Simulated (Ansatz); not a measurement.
# What AgB (built on the sites of a database entry of InAg) distorts into, part 3 of 3

Wanted: the energy along a soft mode of AgB (built on the sites of a database entry of InAg) and the structure at the end.

Ansatz 0.2.0; DFT PBEsol, scalar-relativistic, plane waves, PAW.

So far. Step 4 (The mode frozen in, largest atomic shift 0.32 Å): The run ends at a pressure of 3.15 GPa, with forces up to 0.37 eV/Å. Step 5 (Energy along the mode, all amplitudes (two of the runs …): The lowest of the steps tried is at 0.32 Å, 8.02 meV/atom below the parent; the bottom of the well need not coincide with a step.

The structure was built from a prototype and need not be the compound's stable phase.

**6. Relaxation from the frozen mode (continued)**

Electrostatic potential energy in the ac plane of the conventional cell at fractional y = 0.249, with atoms of B and Ag within 0.2 Å of it. With pseudopotentials it is smooth inside the atoms' cores, unlike the true potential.

Values in eV, 24 rows by 14 columns, each cell a mean:
```
  1 -11 -21 -24 -23 -17  -7   7  13  15  16  16  14  12
 14  12   8   6   6   9  13  15  15  16  15  15  16  15
 15  15  13  12  12  14  15  15  14  12  11  11  13  15
 16  15  13  12  12  14  15  15  15  13  12  12  14  15
 12   8   2  -1   0   4   9  14  15  16  16  16  16  15
 -2 -15 -24 -28 -27 -21 -12   4  12  15  16  15  14  11
  1 -11 -20 -24 -23 -17  -7   6  13  15  16  16  14  11
  6   6   6   5   7  10  13  15  16  16  16  14  11   8
-28 -23  -4   9  14  16  17  17  17  16  12   3 -17 -27
-21 -15   1  10  14  16  17  17  17  16  13   6  -9 -19
  9   5   1  -1   0   4  10  14  16  16  16  15  14  12
 -3 -15 -25 -28 -27 -21 -12   4  12  15  16  15  14  10
  1 -10 -20 -24 -24 -17  -8   6  13  15  16  16  14  12
 14  12   8   6   6   9  12  15  15  15  15  15  16  15
 15  15  13  12  12  14  15  15  14  12  10  11  13  15
 15  15  13  12  12  14  15  15  15  13  12  12  14  15
 12   7   2  -1   0   4   9  14  15  16  16  16  16  15
 -3 -15 -25 -28 -27 -21 -11   4  12  15  16  15  14  10
  1 -11 -20 -24 -23 -17  -7   6  13  15  16  16  15  12
 15  12   8   6   5   6   6   7   9  13  15  16  16  16
 17  17  16  13   6 -13 -26 -28 -25 -10   7  14  16  17
 17  17  15  13   8  -6 -18 -21 -17  -3   9  14  16  17
 13   8   2  -1  -1   2   6  10  12  14  16  16  16  15
 -3 -15 -25 -28 -28 -21 -12   4  12  15  16  15  14  10
```
Columns run along a (3.6 Å; values clipped at the 3rd and 97th percentile), rows up along c (16.5 Å), edges of the conventional cell, whose origin can differ from the input's. Atoms in or near the plane, at fractional coordinates: B at (0.99, 0.62), B at (0.51, 0.12), Ag at (0.25, 0.00), Ag at (0.25, 0.50), Ag at (0.25, 0.25), Ag at (0.25, 0.75).

Valence density in the ac plane of the conventional cell at fractional y = 0.249, with atoms of B and Ag within 0.2 Å of it. It is the smooth field of the valence electrons, not physical close to the nuclei.

Ten steps, logarithmic in the rise over the least value, from '_' (0 e/Å³) to '@' (14 e/Å³), each cell a mean:
```
==**%%@@@@##++--....____..::
..::------::::....______....
............................
............................
::--==++++==::....________..
==##@@@@@@%%**--::..____..::
==**%%@@@@##++--....____..::
::--------::..________....::
::--::::..__________..::::::
----::::..__________..::::::
::--==++==--::..______....::
==##@@@@@@%%**--::..____..::
==**%%@@@@##++--....____..::
..::------::::......____....
............................
............................
::--==++++==::....______....
==##@@@@@@%%**--....____..::
==**%%@@@@##++--....____..::
..::::------::::::....______
______..::----::::::....____
______..::------::::..______
..--==++====--::....________
==##@@@@@@%%**--::..____..::
```
Columns run along a (3.6 Å), rows up along c (16.5 Å), edges of the conventional cell, whose origin can differ from the input's. Atoms in or near the plane, at fractional coordinates: B at (0.99, 0.62), B at (0.51, 0.12), Ag at (0.25, 0.00), Ag at (0.25, 0.50), Ag at (0.25, 0.25), Ag at (0.25, 0.75).

The distorted start has space group I4_122; the relaxation ends in I4_122.

**7. The new phase in its own primitive cell**

The relaxed structure is symmetrised, reduced to its primitive cell and relaxed tightly, as its phonons need.

Contents of input.yaml:

```yaml
crystal:
  lattice:
    - [-1.8062315779, 1.8062315779, 8.2568745536]
    - [1.8062315779, -1.8062315779, 8.2568745536]
    - [1.8062315779, 1.8062315779, -8.2568745536]
  atoms:
    - { symbol: B, position: [0.875, 0.6172605189, 0.2422605189] }
    - { symbol: B, position: [0.375, 0.6327394811, 0.7577394811] }
    - { symbol: B, position: [0.3672605189, 0.625, 0.2422605189] }
    - { symbol: B, position: [0.3827394811, 0.125, 0.7577394811] }
    - { symbol: Ag, position: [0.2493692457, 0.2493692457, 0.4987384915] }
    - { symbol: Ag, position: [0.7506307543, 0.7506307543, 0.5012615085] }
    - { symbol: Ag, position: [0.5006307543, 0.4993692457, 0.5] }
    - { symbol: Ag, position: [0.9993692457, 0.0006307543, 0.5] }
kpoints:
  mp_grid: { grid: [14, 14, 14] }
hamiltonian:
  xc: pbesol
scf:
  occupations: { method: methfessel_paxton, width: 0.2 }
output:
  forces: true
  stress: true
  eigenvalues: true
relax:
  adjacent_minimum: "off"
  f_tol: 0.001
  max_steps: 60
  cell: { stress_tol: 0.01 }
```

Started as:

```
$ ansatz run input.yaml --threads 4 --pin off --max-ram 7168MiB --backend cpu --events-out ev --progress --plain --runs-dir out
```

Numbers of over 12 decimals in the logs are rounded to 6 here.

What it wrote:

```text
[...]
atoms:
    - { symbol: B, position: [0.875, 0.617121, 0.242121] }
    - { symbol: B, position: [0.375, 0.632879, 0.757879] }
    - { symbol: B, position: [0.367121, 0.625000, 0.242121] }
    - { symbol: B, position: [0.382879, 0.125, 0.757879] }
    - { symbol: Ag, position: [0.249380, 0.249380, 0.498761] }
    - { symbol: Ag, position: [0.750620, 0.750620, 0.501239] }
    - { symbol: Ag, position: [0.500620, 0.499380, 0.5] }
    - { symbol: Ag, position: [0.999380, 0.000619722, 0.5] }
[key lines of the parts left out:]
SCF converged after 4 iterations
Free energy (F): -30692.196422 eV
Fermi energy:    13.592885 eV
P = ⅓ Tr σ = 0.0011 GPa (0.011 kbar)
```

Run time: 3.1 min. Hardware: 4 threads of Arm Neoverse N1, shared host; peak memory 1.2 GiB.

Little changed from the start: no atom moved by 0.005 Å and no cell edge by 0.1 %.

Numbers from this step:

| Item | Value |
| --- | --- |
| pressure | 0.001076 GPa |

The largest force component left is 0.12 meV/Å and the pressure is 0.001 GPa, within the tolerances set. The cell now holds 13.47 Å³/atom.

**8. Results**

* unstable mode of the parent: q = (0.25, -0.5, -0.5), 113i cm⁻¹
* depth at the lowest point sampled: 8.02 meV/atom
* largest atomic shift at that point: 0.32 Å
* space group reached (within 0.01 Å): I4_122
* energy gained over the parent (first relaxation, on the mesh of the frozen mode): 381 meV/atom
* volume per atom, phase reached: 13.5 Å³

**Reading.** Along this mode the structure falls into I4_122, 381 meV/atom below the parent. At the parent's cell the well is 8.019 meV/atom deep on the steps tried, with its lowest point at a shift of 0.32 Å. Relaxing atoms and cell changes the gain by +372.70 meV/atom against the lowest step (energies at zero smearing). Most of the total comes from this relaxation. The modes of the phase reached were not computed on this path. Of the 5 patterns followed to their end from this parent, this one ends 535 meV/atom above the lowest, Imma. Each path keeps the symmetry of its pattern, so a lower phase may lie along a pattern not tried. With no gap, or one that is small against the smearing, the frequencies hang on the k mesh and the smearing, most of all near Kohn anomalies. The starting cell was built on a prototype and not taken from a measurement, so the phase need not exist.

[Logs are printed without paths, hosts, clocks, repeated set-up lines and the standing remarks that a program may print on its own settings, such as how far it seeks lower states.]

[Hosts, paths, dates, database ids (printed as entryN), source tags and the programs' standing remarks are cut or masked in the printed files.]
